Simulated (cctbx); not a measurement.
## A crystallographic session in cctbx: Pr3Sm4Si5Ni2

Library: cctbx 2025.11. The data are simulated by the first script.

## 1. Simulate the data

run.py:

```python
from cctbx import adptbx, crystal, miller, sgtbx, xray
from cctbx.array_family import flex
from iotbx.shelx import hklf
from scitbx import matrix
import scitbx.random

cs = crystal.symmetry(unit_cell=(23.063, 4.222, 13.574, 90, 90, 90), space_group_symbol='Hall: -P 2ac 2n')  # Pnma
atoms = [  # label, site, U (iso, or U11 U22 U33 U12 U13 U23 in A^2), occupancy
    ("Sm1", (0.5674, 0.75, 0.9534), (0.0071, 0.0068, 0.0067, 0.0000, 0.0003, 0.0000), 1),
    ("Sm2", (0.7258, 0.75, 0.1001), (0.0041, 0.0070, 0.0065, 0.0000, 0.0005, 0.0000), 1),
    ("Sm3", (0.8825, 0.75, 0.2482), (0.0060, 0.0061, 0.0060, 0.0000, -0.0001, 0.0000), 1),
    ("Sm4", (0.5191, 0.75, 0.3894), (0.0063, 0.0061, 0.0063, 0.0000, -0.0001, 0.0000), 1),
    ("Pr1", (0.7373, 0.75, 0.8362), (0.0118, 0.0077, 0.0097, 0.0000, 0.0024, 0.0000), 1),
    ("Pr2", (0.8949, 0.75, 0.6914), (0.0052, 0.0049, 0.0048, 0.0000, -0.0000, 0.0000), 1),
    ("Pr3", (0.867, 0.75, 0.9767), (0.0076, 0.0064, 0.0080, 0.0000, -0.0002, 0.0000), 1),
    ("Ni1", (0.7285, 0.75, 0.4685), (0.0112, 0.0115, 0.0101, 0.0000, 0.0013, 0.0000), 1),
    ("Ni2", (0.5217, 0.75, 0.7562), (0.0123, 0.0140, 0.0121, 0.0000, -0.0000, 0.0000), 1),
    ("Si1", (0.6623, 0.75, 0.3175), (0.0099, 0.0107, 0.0085, 0.0000, -0.0001, 0.0000), 1),
    ("Si2", (0.8348, 0.75, 0.4618), (0.0121, 0.0130, 0.0113, 0.0000, -0.0000, 0.0000), 1),
    ("Si3", (0.6782, 0.75, 0.625), (0.0103, 0.0102, 0.0100, 0.0000, 0.0002, 0.0000), 1),
    ("Si4", (0.5689, 0.75, 0.6036), (0.0084, 0.0106, 0.0121, 0.0000, -0.0009, 0.0000), 1),
    ("Si5", (0.0029, 0.75, 0.3449), (0.0169, 0.0125, 0.0133, 0.0000, -0.0017, 0.0000), 1),
]
xs = xray.structure(crystal_symmetry=cs)
for label, site, u, occ in atoms:
    u = adptbx.u_cif_as_u_star(cs.unit_cell(), u) if isinstance(u, tuple) else u
    xs.add_scatterer(xray.scatterer(label, site=site, u=u, occupancy=occ))
xs.set_inelastic_form_factors(0.71073, "sasaki")
xs.show_summary()
p1 = xs.expand_to_p1()
ms = miller.build_set(p1, anomalous_flag=True, d_min=0.65)
flex.set_random_seed(888769)
scitbx.random.set_random_seed(888769)
ms = ms.select(flex.random_double(ms.size()) < 0.5)
i = ms.structure_factors_from_scatterers(p1, algorithm="direct").f_calc().as_intensity_array().data()
i = i / flex.sqrt(1 + 0.3 * i / flex.max(i))  # extinction
i = i * 5000 / flex.max(i)
sig = flex.sqrt(i + flex.pow2(0.02 * i) + 2 ** 2)
noise = scitbx.random.variate(scitbx.random.normal_distribution())(i.size())
data = ms.array(data=i + sig * noise, sigmas=sig).set_observation_type_xray_intensity()
with open("data.hkl", "w") as f:
    data.export_as_shelx_hklf(f)
print("reflections written:", data.size(), " <I/sigma> = %.1f" % flex.mean(data.data() / data.sigmas()))
for h, a, b in list(data.sort("data"))[:12]:
    print("%4d%4d%4d %9.1f %7.1f" % (h + (a, b)))
```

```console
$ python run.py
```

```text
Number of scatterers: 14
At special positions: 14
Unit cell: (23.063, 4.222, 13.574, 90, 90, 90)
Space group: P n m a (No. 62)
reflections written: 10033  <I/sigma> = 5.8
  -6  -1   0    5035.9   122.5
  10   0  -3    2852.8    75.1
 -10   0  -3    2852.4    75.1
  -6  -3   0    2784.8    73.3
 -10   0   3    2728.7    75.1
   6   3   0    2677.8    73.3
  10   0   3    2673.3    75.1
   6  -3   0    2512.9    73.3
   0   1   7    2229.8    66.8
 -10  -2  -3    2056.1    58.8
   3  -1   3    2002.9    61.0
  -3   1   3    1998.2    61.0
```

It took 0.47 s on 1 thread of Arm Neoverse N1 (shared host), peak memory 0.07 GiB.

## 2. Refinement (right model, isotropic)

run.py:

```python
import math
from cctbx import adptbx, crystal, maptbx, sgtbx, xray
from cctbx.array_family import flex
from cctbx.xray import observations
from iotbx.shelx import hklf
from scitbx.lstbx import normal_eqns_solving
from smtbx import absolute_structure, utils
from smtbx.refinement import constraints, least_squares

cs = crystal.symmetry(unit_cell=(23.063, 4.222, 13.574, 90, 90, 90), space_group_symbol='Hall: -P 2ac 2n')  # Pnma
atoms = [  # label, site, U (iso, or U11 U22 U33 U12 U13 U23 in A^2), occupancy
    ("Sm1", (0.5672, 0.75, 0.9483), 0.0200, 1),
    ("Sm2", (0.726, 0.75, 0.1016), 0.0200, 1),
    ("Sm3", (0.881, 0.75, 0.2492), 0.0200, 1),
    ("Sm4", (0.5158, 0.75, 0.392), 0.0200, 1),
    ("Pr1", (0.735, 0.75, 0.8379), 0.0200, 1),
    ("Pr2", (0.8968, 0.75, 0.69), 0.0200, 1),
    ("Pr3", (0.8667, 0.75, 0.9768), 0.0200, 1),
    ("Ni1", (0.7266, 0.75, 0.469), 0.0200, 1),
    ("Ni2", (0.5206, 0.75, 0.7628), 0.0200, 1),
    ("Si1", (0.6653, 0.75, 0.3181), 0.0200, 1),
    ("Si2", (0.8374, 0.75, 0.4672), 0.0200, 1),
    ("Si3", (0.6795, 0.75, 0.6283), 0.0200, 1),
    ("Si4", (0.5683, 0.75, 0.6055), 0.0200, 1),
    ("Si5", (0.0015, 0.75, 0.35), 0.0200, 1),
]
xs = xray.structure(crystal_symmetry=cs)
for label, site, u, occ in atoms:
    u = adptbx.u_cif_as_u_star(cs.unit_cell(), u) if isinstance(u, tuple) else u
    xs.add_scatterer(xray.scatterer(label, site=site, u=u, occupancy=occ))
xs.set_inelastic_form_factors(0.71073, "sasaki")
raw = hklf.reader(file_name="data.hkl").as_miller_arrays(crystal_symmetry=cs, anomalous=True)[0]
merged = raw.eliminate_sys_absent().merge_equivalents()
fo2 = merged.array().set_observation_type_xray_intensity()
print("Rint %.3f, %d unique reflections to %.2f A" % (merged.r_int(), fo2.size(), fo2.d_min()))
for sc in xs.scatterers():
    sc.flags.set_grad_site(True)
    sc.flags.set_grad_u_aniso(sc.flags.use_u_aniso())
    sc.flags.set_grad_u_iso(sc.flags.use_u_iso())
obs = fo2.as_xray_observations()
extra = {}
rep = constraints.reparametrisation(xs, [], utils.connectivity_table(xs), **extra)
ls = least_squares.crystallographic_ls(obs, rep, weighting_scheme=least_squares.mainstream_shelx_weighting(a=0, b=0))
print("cycle     R1     wR2    GooF  max shift (A)")
for cycle in range(8):
    ls.build_up()
    r1, wr2, goof = ls.r1_factor(cutoff_factor=2)[0], ls.wR2(), ls.goof()
    old = xs.sites_cart()
    normal_eqns_solving.levenberg_marquardt_iterations(ls, n_max_iterations=3, tau=1e-06, step_threshold=1e-7)
    big = flex.max((xs.sites_cart() - old).norms())
    print("%4d %7.4f %7.4f %7.3f %9.5f" % (cycle + 1, r1, wr2, goof, big))
    ls.build_up(objective_only=True)
    if abs(ls.wR2() - wr2) < 5e-5 and big < 5e-4:
        break
ls.build_up()
print("final R1 %.4f wR2 %.4f GooF %.3f  parameters %d  data/parameter %.1f" % (ls.r1_factor(cutoff_factor=2)[0], ls.wR2(), ls.goof(), ls.n_parameters, fo2.size() / ls.n_parameters))
cov = ls.covariance_matrix_and_annotations()
su = dict(zip(cov.annotations, (math.sqrt(max(v, 0)) for v in cov.matrix.matrix_packed_u_diagonal())))
a2 = cs.unit_cell().reciprocal_parameters()[0] ** -2
print("atom        x        y        z      Ueq    occ   su(xyz)  su(Uiso or U11)")
for sc in xs.scatterers():
    s = max(su.get(sc.label + k, 0) for k in (".x", ".y", ".z"))
    npd = "" if sc.is_positive_definite_u(cs.unit_cell()) else "  NPD"
    print("%-5s %8.5f %8.5f %8.5f %8.4f %6.3f %8.5f %7.4f%s" % ((sc.label,) + sc.site + (sc.u_iso_or_equiv(cs.unit_cell()), sc.occupancy, s, su.get(sc.label + ".uiso", su.get(sc.label + ".u11", 0) * a2), npd)))
fo = fo2.f_sq_as_f()
fc = fo.structure_factors_from_scatterers(xs, algorithm="direct").f_calc()
diff = fo.f_obs_minus_f_calc(1 / math.sqrt(ls.scale_factor()), fc).average_bijvoet_mates()
m = diff.fft_map(symmetry_flags=maptbx.use_space_group_symmetry, resolution_factor=0.25).apply_volume_scaling()
print("difference map: max %.2f min %.2f rms %.2f" % (m.statistics().max(), m.statistics().min(), m.statistics().sigma()))
peaks = m.peak_search(parameters=maptbx.peak_search_parameters(min_distance_sym_equiv=0.6, max_clusters=6)).all()
near = xs.closest_distances(peaks.sites(), distance_cutoff=4)
sps = cs.special_position_settings(min_distance_sym_equiv=0.5)
for k, (x, h) in enumerate(zip(peaks.sites(), peaks.heights())):
    ss = sps.site_symmetry(x)
    print("Q%-3d %7.4f %7.4f %7.4f %4d %7.2f  %.2f A from %s" % ((k + 1,) + tuple(t % 1 for t in ss.exact_site()) + (ss.multiplicity(), h, near.smallest_distances[k], xs.scatterers()[near.i_seqs[k]].label)))
```

```console
$ python run.py
```

```text
Rint 0.059, 2748 unique reflections to 0.65 A
cycle     R1     wR2    GooF  max shift (A)
   1  0.2435  0.4480   6.638   0.09950
   2  0.0356  0.0699   1.036   0.00027
final R1 0.0356 wR2 0.0699 GooF 1.036  parameters 42  data/parameter 65.4
atom        x        y        z      Ueq    occ   su(xyz)  su(Uiso or U11)
Sm1    0.56740  0.75000  0.95341   0.0064  1.000  0.00004  0.0001
Sm2    0.72576  0.75000  0.10007   0.0054  1.000  0.00004  0.0001
Sm3    0.88248  0.75000  0.24817   0.0058  1.000  0.00004  0.0001
Sm4    0.51908  0.75000  0.38936   0.0059  1.000  0.00004  0.0001
Pr1    0.73734  0.75000  0.83624   0.0093  1.000  0.00005  0.0001
Pr2    0.89490  0.75000  0.69146   0.0046  1.000  0.00004  0.0001
Pr3    0.86702  0.75000  0.97672   0.0070  1.000  0.00004  0.0001
Ni1    0.72850  0.75000  0.46858   0.0106  1.000  0.00012  0.0003
Ni2    0.52175  0.75000  0.75634   0.0125  1.000  0.00012  0.0003
Si1    0.66233  0.75000  0.31745   0.0104  1.000  0.00024  0.0005
Si2    0.83460  0.75000  0.46164   0.0118  1.000  0.00025  0.0006
Si3    0.67807  0.75000  0.62469   0.0093  1.000  0.00023  0.0005
Si4    0.56879  0.75000  0.60330   0.0103  1.000  0.00025  0.0005
Si5    0.00250  0.75000  0.34480   0.0134  1.000  0.00026  0.0006
difference map: max 7.60 min -5.88 rms 0.72
Q1    0.2227  0.7500  0.6829    4    8.44  0.43 A from Pr1
Q2    0.2460  0.2500  0.1483    4    7.88  0.44 A from Pr1
Q3    0.1933  0.2500  0.2910    4    3.55  2.05 A from Pr2
Q4    0.2358  0.7500  0.1684    4    3.46  1.70 A from Si1
Q5    0.1037  0.7500  0.8551    4    3.34  0.98 A from Si4
Q6    0.2028  0.2500  0.8951    4    3.33  1.65 A from Sm2
```

Time: 0.64 s.

## 3. Refinement (right model, anisotropic)

run.py, as its changes from the last script of this kind:

```diff
@@ -12,14 +12,14 @@
-    ("Sm1", (0.5672, 0.75, 0.9483), 0.0200, 1),
-    ("Sm2", (0.726, 0.75, 0.1016), 0.0200, 1),
-    ("Sm3", (0.881, 0.75, 0.2492), 0.0200, 1),
-    ("Sm4", (0.5158, 0.75, 0.392), 0.0200, 1),
-    ("Pr1", (0.735, 0.75, 0.8379), 0.0200, 1),
-    ("Pr2", (0.8968, 0.75, 0.69), 0.0200, 1),
-    ("Pr3", (0.8667, 0.75, 0.9768), 0.0200, 1),
-    ("Ni1", (0.7266, 0.75, 0.469), 0.0200, 1),
-    ("Ni2", (0.5206, 0.75, 0.7628), 0.0200, 1),
-    ("Si1", (0.6653, 0.75, 0.3181), 0.0200, 1),
-    ("Si2", (0.8374, 0.75, 0.4672), 0.0200, 1),
-    ("Si3", (0.6795, 0.75, 0.6283), 0.0200, 1),
-    ("Si4", (0.5683, 0.75, 0.6055), 0.0200, 1),
-    ("Si5", (0.0015, 0.75, 0.35), 0.0200, 1),
+    ("Sm1", (0.5674, 0.75, 0.95341), 0.0064, 1),
+    ("Sm2", (0.72576, 0.75, 0.10007), 0.0054, 1),
+    ("Sm3", (0.88248, 0.75, 0.24817), 0.0058, 1),
+    ("Sm4", (0.51908, 0.75, 0.38936), 0.0059, 1),
+    ("Pr1", (0.73734, 0.75, 0.83624), 0.0093, 1),
+    ("Pr2", (0.8949, 0.75, 0.69146), 0.0046, 1),
+    ("Pr3", (0.86702, 0.75, 0.97672), 0.0070, 1),
+    ("Ni1", (0.7285, 0.75, 0.46858), 0.0106, 1),
+    ("Ni2", (0.52175, 0.75, 0.75634), 0.0125, 1),
+    ("Si1", (0.66233, 0.75, 0.31745), 0.0104, 1),
+    ("Si2", (0.8346, 0.75, 0.46164), 0.0118, 1),
+    ("Si3", (0.67807, 0.75, 0.62469), 0.0093, 1),
+    ("Si4", (0.56879, 0.75, 0.6033), 0.0103, 1),
+    ("Si5", (0.0025, 0.75, 0.3448), 0.0134, 1),
@@ -31,0 +32 @@
+xs.convert_to_anisotropic()
```

```console
$ python run.py
```

```text
Rint 0.059, 2748 unique reflections to 0.65 A
cycle     R1     wR2    GooF  max shift (A)
   1  0.0356  0.0699   1.045   0.00264
   2  0.0323  0.0637   0.952   0.00001
final R1 0.0323 wR2 0.0637 GooF 0.952  parameters 84  data/parameter 32.7
atom        x        y        z      Ueq    occ   su(xyz)  su(Uiso or U11)
Sm1    0.56741  0.75000  0.95340   0.0064  1.000  0.00004  0.0002
Sm2    0.72578  0.75000  0.10009   0.0055  1.000  0.00004  0.0002
Sm3    0.88248  0.75000  0.24818   0.0057  1.000  0.00004  0.0002
Sm4    0.51909  0.75000  0.38935   0.0059  1.000  0.00004  0.0002
Pr1    0.73733  0.75000  0.83627   0.0093  1.000  0.00004  0.0002
Pr2    0.89492  0.75000  0.69145   0.0046  1.000  0.00004  0.0002
Pr3    0.86702  0.75000  0.97671   0.0070  1.000  0.00004  0.0002
Ni1    0.72848  0.75000  0.46858   0.0106  1.000  0.00011  0.0006
Ni2    0.52175  0.75000  0.75630   0.0125  1.000  0.00011  0.0006
Si1    0.66229  0.75000  0.31759   0.0100  1.000  0.00022  0.0012
Si2    0.83463  0.75000  0.46166   0.0120  1.000  0.00023  0.0012
Si3    0.67807  0.75000  0.62472   0.0092  1.000  0.00021  0.0011
Si4    0.56881  0.75000  0.60331   0.0105  1.000  0.00023  0.0011
Si5    0.00261  0.75000  0.34488   0.0132  1.000  0.00024  0.0013
difference map: max 3.04 min -3.78 rms 0.68
Q1    0.1931  0.2500  0.2909    4    3.20  2.04 A from Pr2
Q2    0.1410  0.7500  0.4081    4    3.05  1.96 A from Sm2
Q3    0.1036  0.7500  0.8556    4    3.05  0.98 A from Si4
Q4    0.2361  0.7500  0.1691    4    3.01  1.71 A from Si1
Q5    0.0463  0.7500  0.9291    4    2.98  0.68 A from Si4
Q6    0.0315  0.2500  0.0800    4    2.96  2.17 A from Sm4
```

Time: 0.63 s.

## 4. Refinement

run.py, as its changes from the last script of this kind:

```diff
@@ -21,5 +21,4 @@
-    ("Si1", (0.66233, 0.75, 0.31745), 0.0104, 1),
-    ("Si2", (0.8346, 0.75, 0.46164), 0.0118, 1),
-    ("Si3", (0.67807, 0.75, 0.62469), 0.0093, 1),
-    ("Si4", (0.56879, 0.75, 0.6033), 0.0103, 1),
-    ("Si5", (0.0025, 0.75, 0.3448), 0.0134, 1),
+    ("Si1", (0.8346, 0.75, 0.46164), 0.0118, 1),
+    ("Si2", (0.67807, 0.75, 0.62469), 0.0093, 1),
+    ("Si3", (0.56879, 0.75, 0.6033), 0.0103, 1),
+    ("Si4", (0.0025, 0.75, 0.3448), 0.0134, 1),
@@ -46 +45 @@
-for cycle in range(8):
+for cycle in range(12):
```

```console
$ python run.py
```

```text
Rint 0.059, 2748 unique reflections to 0.65 A
cycle     R1     wR2    GooF  max shift (A)
   1  0.0672  0.1389   2.072   0.01643
   2  0.0660  0.1351   2.016   0.00013
final R1 0.0660 wR2 0.1351 GooF 2.016  parameters 78  data/parameter 35.2
atom        x        y        z      Ueq    occ   su(xyz)  su(Uiso or U11)
Sm1    0.56739  0.75000  0.95336   0.0063  1.000  0.00008  0.0004
Sm2    0.72575  0.75000  0.10017   0.0054  1.000  0.00008  0.0004
Sm3    0.88250  0.75000  0.24819   0.0057  1.000  0.00008  0.0004
Sm4    0.51911  0.75000  0.38926   0.0059  1.000  0.00008  0.0004
Pr1    0.73731  0.75000  0.83617   0.0092  1.000  0.00009  0.0005
Pr2    0.89494  0.75000  0.69156   0.0044  1.000  0.00008  0.0004
Pr3    0.86700  0.75000  0.97669   0.0069  1.000  0.00008  0.0004
Ni1    0.72852  0.75000  0.46863   0.0104  1.000  0.00022  0.0012
Ni2    0.52183  0.75000  0.75648   0.0124  1.000  0.00023  0.0012
Si1    0.83443  0.75000  0.46196   0.0094  1.000  0.00045  0.0023
Si2    0.67798  0.75000  0.62523   0.0087  1.000  0.00044  0.0023
Si3    0.56917  0.75000  0.60302   0.0101  1.000  0.00049  0.0023
Si4    0.00253  0.75000  0.34358   0.0122  1.000  0.00052  0.0026
difference map: max 55.97 min -4.85 rms 1.20
Q1    0.1622  0.7500  0.1823    4   60.68  2.56 A from Ni1
Q2    0.0460  0.7500  0.9230    4    4.10  0.64 A from Si3
Q3    0.1795  0.7500  0.2498    4    3.89  2.30 A from Sm2
Q4    0.0851  0.2500  0.8650    4    3.74  1.71 A from Sm3
Q5    0.1837  0.2500  0.6509    4    3.55  1.59 A from Si1
Q6    0.1052  0.7500  0.8516    4    3.55  1.03 A from Si3
```

Time: 0.67 s.

This run holds a fault made on purpose: atom left out: Si1.

## 5. Refinement

run.py, as its changes from the last script of this kind:

```diff
@@ -21,3 +21,3 @@
-    ("Si1", (0.8346, 0.75, 0.46164), 0.0118, 1),
-    ("Si2", (0.67807, 0.75, 0.62469), 0.0093, 1),
-    ("Si3", (0.56879, 0.75, 0.6033), 0.0103, 1),
+    ("Si1", (0.66233, 0.75, 0.31745), 0.0104, 1),
+    ("Si2", (0.8346, 0.75, 0.46164), 0.0118, 1),
+    ("Si3", (0.67807, 0.75, 0.62469), 0.0093, 1),
```

```console
$ python run.py
```

```text
Rint 0.059, 2748 unique reflections to 0.65 A
cycle     R1     wR2    GooF  max shift (A)
   1  0.0689  0.1403   2.093   0.01190
   2  0.0663  0.1357   2.024   0.00002
final R1 0.0663 wR2 0.1357 GooF 2.024  parameters 78  data/parameter 35.2
atom        x        y        z      Ueq    occ   su(xyz)  su(Uiso or U11)
Sm1    0.56740  0.75000  0.95343   0.0064  1.000  0.00008  0.0004
Sm2    0.72575  0.75000  0.10013   0.0053  1.000  0.00008  0.0004
Sm3    0.88250  0.75000  0.24815   0.0054  1.000  0.00008  0.0004
Sm4    0.51910  0.75000  0.38931   0.0056  1.000  0.00008  0.0004
Pr1    0.73725  0.75000  0.83625   0.0089  1.000  0.00009  0.0005
Pr2    0.89496  0.75000  0.69136   0.0044  1.000  0.00008  0.0004
Pr3    0.86703  0.75000  0.97675   0.0067  1.000  0.00008  0.0004
Ni1    0.72851  0.75000  0.46837   0.0100  1.000  0.00022  0.0012
Ni2    0.52164  0.75000  0.75613   0.0121  1.000  0.00023  0.0012
Si1    0.66284  0.75000  0.31757   0.0092  1.000  0.00044  0.0026
Si2    0.83458  0.75000  0.46121   0.0109  1.000  0.00049  0.0024
Si3    0.67830  0.75000  0.62460   0.0080  1.000  0.00043  0.0023
Si4    0.00258  0.75000  0.34457   0.0127  1.000  0.00050  0.0028
difference map: max 57.62 min -4.74 rms 1.20
Q1    0.0690  0.7500  0.8970    4   60.37  2.35 A from Ni2
Q2    0.2404  0.7500  0.1721    4    4.25  1.79 A from Si1
Q3    0.0871  0.2500  0.8619    4    4.21  1.65 A from Sm3
Q4    0.1034  0.7500  0.8544    4    3.94  1.75 A from Si3
Q5    0.1825  0.7500  0.0184    4    3.83  1.08 A from Ni1
Q6    0.1401  0.7500  0.2075    4    3.68  0.63 A from Si1
```

Time: 0.63 s.

This run holds a fault made on purpose: atom left out: Si4.

## 6. Refinement

run.py, as its changes from the last script of this kind:

```diff
@@ -24 +24,2 @@
-    ("Si4", (0.0025, 0.75, 0.3448), 0.0134, 1),
+    ("Si4", (0.56879, 0.75, 0.6033), 0.0103, 1),
+    ("Si5", (0.0025, 0.75, 0.3448), 0.0134, 1),
@@ -30 +31 @@
-xs.set_inelastic_form_factors(0.71073, "sasaki")
+xs.set_inelastic_form_factors(1.54184, "sasaki")
```

```console
$ python run.py
```

```text
Rint 0.059, 2748 unique reflections to 0.65 A
cycle     R1     wR2    GooF  max shift (A)
   1  0.0645  0.1270   1.896   0.00413
   2  0.0359  0.0739   1.103   0.00003
final R1 0.0359 wR2 0.0739 GooF 1.103  parameters 84  data/parameter 32.7
atom        x        y        z      Ueq    occ   su(xyz)  su(Uiso or U11)
Sm1    0.56740  0.75000  0.95343   0.0057  1.000  0.00004  0.0002
Sm2    0.72579  0.75000  0.10013   0.0048  1.000  0.00004  0.0002
Sm3    0.88248  0.75000  0.24820   0.0051  1.000  0.00004  0.0002
Sm4    0.51908  0.75000  0.38932   0.0052  1.000  0.00004  0.0002
Pr1    0.73738  0.75000  0.83628   0.0111  1.000  0.00005  0.0003
Pr2    0.89491  0.75000  0.69143   0.0063  1.000  0.00004  0.0002
Pr3    0.86702  0.75000  0.97672   0.0088  1.000  0.00005  0.0002
Ni1    0.72853  0.75000  0.46853  -0.0020  1.000  0.00012  0.0006  NPD
Ni2    0.52172  0.75000  0.75628  -0.0002  1.000  0.00013  0.0007  NPD
Si1    0.66225  0.75000  0.31753   0.0116  1.000  0.00026  0.0014
Si2    0.83465  0.75000  0.46179   0.0134  1.000  0.00027  0.0014
Si3    0.67796  0.75000  0.62461   0.0108  1.000  0.00025  0.0013
Si4    0.56896  0.75000  0.60341   0.0112  1.000  0.00027  0.0013
Si5    0.00257  0.75000  0.34478   0.0147  1.000  0.00028  0.0016
difference map: max 3.22 min -3.77 rms 0.71
Q1    0.1424  0.7500  0.4001    4    3.59  1.92 A from Sm2
Q2    0.2374  0.7500  0.1686    4    3.36  1.74 A from Si1
Q3    0.0294  0.2500  0.0786    4    3.20  2.17 A from Sm4
Q4    0.0837  0.2500  0.9020    4    3.17  2.00 A from Pr3
Q5    0.2309  0.2500  0.7019    4    3.11  2.18 A from Pr1
Q6    0.2188  0.7500  0.2949    4    3.07  1.43 A from Sm2
```

Run time: 0.64 s on 1 thread of Arm Neoverse N1, with other jobs on the host, peak memory 0.1 GiB.

This run holds a fault made on purpose: dispersion terms of the wrong wavelength.

[Logs are printed without paths, hosts, clocks, repeated set-up lines and the standing remarks that a program may print on its own settings, such as how far it seeks lower states.]
